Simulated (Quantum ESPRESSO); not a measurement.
# BAs: optical spectrum from first principles

Aim: the dielectric function of BAs, and the optical constants that follow from it.

Program: Quantum ESPRESSO 7.5. Level of theory: DFT, PBE, plane waves with norm-conserving potentials (PseudoDojo), scalar-relativistic, independent-particle optical response without local fields and without the non-local commutator. Results are calculated unless marked as measured.

## Step 1: Set-up

The structure is cubic, space group F-43m (No. 216). The conventional cell has a = 4.777 Å, b = 4.777 Å, c = 4.777 Å, α = 90.00°, β = 90.00°, γ = 90.00°. As has 4 B at 2.07 Å nearest. Nearest to B lie 4 As at 2.07 Å. Farther neighbours are not listed.

As a file:

```cif
data_structure
_symmetry_space_group_name_H-M 'P 1'
_symmetry_Int_Tables_number 1
_cell_length_a 3.3778
_cell_length_b 3.3778
_cell_length_c 3.3778
_cell_angle_alpha 60.000
_cell_angle_beta 60.000
_cell_angle_gamma 60.000
_cell_volume 27.25
loop_
_atom_site_label
_atom_site_type_symbol
_atom_site_fract_x
_atom_site_fract_y
_atom_site_fract_z
_atom_site_occupancy
As1 As 0.75000 0.75000 0.75000 1
B2 B 0.00000 0.00000 0.00000 1
```

## Step 2: Ground state

The self-consistent density comes first; it also tells whether there is a gap, which decides the occupations and the need for a Drude term.

This step: DFT, PBE, plane waves with norm-conserving potentials (PseudoDojo), scalar-relativistic, ground state (Quantum ESPRESSO 7.5).

File scf.in:

```
&control
  calculation = 'scf'
  prefix = 'x'
  outdir = './tmp'
  pseudo_dir = './'
  verbosity = 'high'
/
&system
  ibrav = 0
  nat = 2
  ntyp = 2
  ecutwfc = 70
  occupations = 'smearing'
  smearing = 'fd'
  degauss = 0.003675
  nbnd = 13
/
&electrons
  conv_thr = 1e-09
  electron_maxstep = 100
/
ATOMIC_SPECIES
  As 1.0 As.upf
  B 1.0 B.upf
CELL_PARAMETERS angstrom
  0.000000000000 2.388500000000 2.388500000000
  2.388500000000 0.000000000000 2.388500000000
  2.388500000000 2.388500000000 0.000000000000
ATOMIC_POSITIONS crystal
  As 0.750000000000 0.750000000000 0.750000000000
  B 0.000000000000 0.000000000000 0.000000000000
K_POINTS automatic
  8 8 8 0 0 0
```

Command:

```sh
mpirun -n 4 pw.x -nk 4 -in scf.in
```

The program printed:

```text
for quantum simulation of materials; please cite

     using ibrav=0 with symmetry is DISCOURAGED, use correct ibrav instead

     G-vector sticks info
     --------------------
     sticks:   dense  smooth     PW     G-vecs:    dense   smooth      PW
     Sum         769     769    241                14361    14361    2445

     Using Slab Decomposition

     bravais-lattice index     =            0
     lattice parameter (alat)  =       6.3832  a.u.
     unit-cell volume          =     183.9087 (a.u.)^3
     number of atoms/cell      =            2
     number of atomic types    =            2
     number of electrons       =        18.00
     number of Kohn-Sham states=           13
     kinetic-energy cutoff     =      70.0000  Ry
     charge density cutoff     =     280.0000  Ry
     scf convergence threshold =      1.0E-09
     mixing beta               =       0.7000
     number of iterations used =            8  plain     mixing
     Exchange-correlation= PBE
                           (   1   4   3   4   0   0   0)

     celldm(1)=   6.383210  celldm(2)=   0.000000  celldm(3)=   0.000000
     celldm(4)=   0.000000  celldm(5)=   0.000000  celldm(6)=   0.000000

     crystal axes: (cart. coord. in units of alat)
               a(1) = (   0.000000   0.707107   0.707107 )
               a(2) = (   0.707107   0.000000   0.707107 )
               a(3) = (   0.707107   0.707107   0.000000 )

     reciprocal axes: (cart. coord. in units 2 pi/alat)
               b(1) = ( -0.707107  0.707107  0.707107 )
               b(2) = (  0.707107 -0.707107  0.707107 )
               b(3) = (  0.707107  0.707107 -0.707107 )

     ./As.upf
     Pseudo is Norm-conserving + core correction, Zval = 15.0
     Generated using ONCVPSP code by D. R. Hamann
     Using radial grid of 1358 points,  6 beta functions with:
                l(1) =   0
                l(2) =   0
                l(3) =   1
                l(4) =   1
                l(5) =   2
                l(6) =   2

     ./B.upf
     Pseudo is Norm-conserving + core correction, Zval =  3.0
     Generated using ONCVPSP code by D. R. Hamann
     Using radial grid of 1534 points,  4 beta functions with:
                l(1) =   0
                l(2) =   0
                l(3) =   1
                l(4) =   1

     atomic species   valence    mass     pseudopotential
     As               15.00     1.00000     As( 1.00)
     B                 3.00     1.00000     B ( 1.00)

     24 Sym. Ops. (no inversion) found

                                    s                        frac. trans.

     [... symmetry matrices left out ...]
   Cartesian axes

     site n.     atom                  positions (alat units)
         1        As     tau(   1) = (   1.0606602   1.0606602   1.0606602  )
         2        B      tau(   2) = (   0.0000000   0.0000000   0.0000000  )

   Crystallographic axes

     site n.     atom                  positions (cryst. coord.)
         1        As     tau(   1) = (  0.7500000  0.7500000  0.7500000  )
         2        B      tau(   2) = (  0.0000000  0.0000000  0.0000000  )

     number of k points=    29  Fermi-Dirac smearing, width (Ry)=  0.0037
                       cart. coord. in units 2pi/alat
        k(    1) = (   0.0000000   0.0000000   0.0000000), wk =   0.0039062
        k(    2) = (   0.0883883   0.0883883  -0.0883883), wk =   0.0312500
        k(    3) = (   0.1767767   0.1767767  -0.1767767), wk =   0.0312500
        k(    4) = (   0.2651650   0.2651650  -0.2651650), wk =   0.0312500
        k(    5) = (  -0.3535534  -0.3535534   0.3535534), wk =   0.0156250
        k(    6) = (   0.1767767   0.0000000   0.0000000), wk =   0.0234375
        k(    7) = (   0.2651650   0.0883883  -0.0883883), wk =   0.0937500
        k(    8) = (   0.3535534   0.1767767  -0.1767767), wk =   0.0937500
        k(    9) = (  -0.2651650  -0.4419417   0.4419417), wk =   0.0937500
        k(   10) = (  -0.1767767  -0.3535534   0.3535534), wk =   0.0937500
        k(   11) = (  -0.0883883  -0.2651650   0.2651650), wk =   0.0937500
        k(   12) = (   0.0000000  -0.1767767   0.1767767), wk =   0.0468750
        k(   13) = (   0.3535534   0.0000000   0.0000000), wk =   0.0234375
        k(   14) = (   0.4419417   0.0883883  -0.0883883), wk =   0.0937500
        k(   15) = (  -0.1767767  -0.5303301   0.5303301), wk =   0.0937500
        k(   16) = (  -0.0883883  -0.4419417   0.4419417), wk =   0.0937500
[...]
cryst. coord.
[...]
k(   22) = (   0.1250000   0.2500000   0.3750000), wk =   0.0937500
        k(   23) = (   0.1250000   0.2500000  -0.5000000), wk =   0.1875000
        k(   24) = (   0.1250000   0.2500000  -0.3750000), wk =   0.0937500
        k(   25) = (   0.1250000   0.3750000  -0.5000000), wk =   0.0937500
        k(   26) = (   0.1250000   0.3750000  -0.3750000), wk =   0.1875000
        k(   27) = (   0.1250000   0.3750000  -0.2500000), wk =   0.0937500
        k(   28) = (   0.1250000  -0.5000000  -0.3750000), wk =   0.0468750
        k(   29) = (   0.2500000  -0.5000000  -0.2500000), wk =   0.0234375

     Dense  grid:    14361 G-vectors     FFT dimensions: (  36,  36,  36)

     Initial potential from superposition of free atoms

     starting charge      17.9995, renormalised to      18.0000
     Starting wfcs are   13 randomized atomic wfcs

     Self-consistent Calculation

     iteration #  1     ecut=    70.00 Ry     beta= 0.70
     Davidson diagonalization with overlap

            45 MiB given to the printing process from OS
            15 MiB allocation reported by mallinfo(arena+hblkhd)
------------------
     ethr =  1.00E-02,  avg # of iterations =  3.8

     Threshold (ethr) on eigenvalues was too large:
     Diagonalizing with lowered threshold

     Davidson diagonalization with overlap

            47 MiB given to the printing process from OS
            17 MiB allocation reported by mallinfo(arena+hblkhd)
------------------
     ethr =  8.38E-04,  avg # of iterations =  1.2

     total energy              =    -217.96620007 Ry
     estimated scf accuracy    <       0.15332051 Ry

     iteration #  2     ecut=    70.00 Ry     beta= 0.70
     Davidson diagonalization with overlap

            52 MiB given to the printing process from OS
            19 MiB allocation reported by mallinfo(arena+hblkhd)
------------------
     ethr =  8.52E-04,  avg # of iterations =  2.1

     total energy              =    -218.00152745 Ry
     estimated scf accuracy    <       0.04593048 Ry

     iteration #  3     ecut=    70.00 Ry     beta= 0.70
     Davidson diagonalization with overlap

            53 MiB given to the printing process from OS
            20 MiB allocation reported by mallinfo(arena+hblkhd)
------------------
     ethr =  2.55E-04,  avg # of iterations =  2.1

     total energy              =    -218.01053318 Ry
     estimated scf accuracy    <       0.00051842 Ry

     iteration #  4     ecut=    70.00 Ry     beta= 0.70
     Davidson diagonalization with overlap

            53 MiB given to the printing process from OS
            20 MiB allocation reported by mallinfo(arena+hblkhd)
------------------
     ethr =  2.88E-06,  avg # of iterations =  4.4

     total energy              =    -218.01060340 Ry
     estimated scf accuracy    <       0.00002242 Ry

     iteration #  5     ecut=    70.00 Ry     beta= 0.70
     Davidson diagonalization with overlap

            54 MiB given to the printing process from OS
            21 MiB allocation reported by mallinfo(arena+hblkhd)
------------------
     ethr =  1.25E-07,  avg # of iterations =  2.6

     total energy              =    -218.01060952 Ry
     estimated scf accuracy    <       0.00000026 Ry

     iteration #  6     ecut=    70.00 Ry     beta= 0.70
     Davidson diagonalization with overlap

            54 MiB given to the printing process from OS
            21 MiB allocation reported by mallinfo(arena+hblkhd)
------------------
     ethr =  1.43E-09,  avg # of iterations =  3.4

     total energy              =    -218.01060967 Ry
     estimated scf accuracy    <          8.1E-09 Ry

     iteration #  7     ecut=    70.00 Ry     beta= 0.70
     Davidson diagonalization with overlap

            55 MiB given to the printing process from OS
            22 MiB allocation reported by mallinfo(arena+hblkhd)
------------------
     ethr =  4.48E-11,  avg # of iterations =  2.5

     End of self-consistent calculation

          k = 0.0000 0.0000 0.0000 (  1837 PWs)   bands (ev):

   -24.5972 -24.5972 -24.5972 -24.5742 -24.5742  -4.0541  11.3444  11.3444
    11.3444  14.6369  14.6369  14.6369  16.0299

     occupation numbers
     1.0000   1.0000   1.0000   1.0000   1.0000   1.0000   1.0000   1.0000
     1.0000   0.0000   0.0000   0.0000   0.0000

          k = 0.0884 0.0884-0.0884 (  1829 PWs)   bands (ev):

   -24.5948 -24.5948 -24.5947 -24.5736 -24.5736  -3.7983   9.3829  10.9076
    10.9076  14.7506  15.2143  15.2143  17.3125

     occupation numbers
     1.0000   1.0000   1.0000   1.0000   1.0000   1.0000   1.0000   1.0000
     1.0000   0.0000   0.0000   0.0000   0.0000

          k = 0.1768 0.1768-0.1768 (  1829 PWs)   bands (ev):

   -24.5922 -24.5917 -24.5917 -24.5742 -24.5742  -3.0535   6.4126  10.1979
    10.1979  14.4214  16.0166  16.0166  19.2653

     occupation numbers
     1.0000   1.0000   1.0000   1.0000   1.0000   1.0000   1.0000   1.0000
     1.0000   0.0000   0.0000   0.0000   0.0000

          k = 0.2652 0.2652-0.2652 (  1838 PWs)   bands (ev):

   -24.5926 -24.5911 -24.5911 -24.5739 -24.5739  -1.9479   3.8351   9.6987
     9.6987  14.1437  16.2005  16.2005  20.2141

     occupation numbers
     1.0000   1.0000   1.0000   1.0000   1.0000   1.0000   1.0000   1.0000
     1.0000   0.0000   0.0000   0.0000   0.0000

     [... further k points left out ...]

     the Fermi energy is    11.9324 ev

!    total energy              =    -218.01060967 Ry
     estimated scf accuracy    <          2.7E-10 Ry
     smearing contrib. (-TS)   =      -0.00000001 Ry
     internal energy E=F+TS    =    -218.01060967 Ry

     The total energy is F=E-TS. E is the sum of the following terms:
     one-electron contribution =    -102.10760195 Ry
     hartree contribution      =      60.94993517 Ry
     xc contribution           =     -50.01082013 Ry
     ewald contribution        =    -126.84212275 Ry

     convergence has been achieved in   7 iterations

     XML data file, charge density, pseudopotentials, collected wavefunctions

                                        0.00s GPU  (     248 calls)

=------------------------------------------------------------------------------=
   JOB DONE.
=------------------------------------------------------------------------------=
```

Run time: 3 s. Hardware: 4 MPI ranks of Arm Neoverse V2, shared host; peak memory 0.05 GiB; 12 s of CPU time.

Numbers from this step:

- total energy: -218.0 Ry
- gap on the k-mesh: 1.211 eV
- direct gap on the mesh: 3.293 eV

There is a gap, 1.21 eV on this mesh (points off the mesh can give less), so no carriers' term is needed.

(Part 1 of 3 ends here.)

[Machine, clock, banner and «Message from routine» lines are left out of the logs.]

[Logs are printed without paths, hosts, clocks, repeated set-up lines and the standing remarks that a program may print on its own settings, such as how far it seeks lower states.]

[Hosts, paths, dates, database ids (printed as entryN), source tags and the programs' standing remarks are cut or masked in the printed files.]
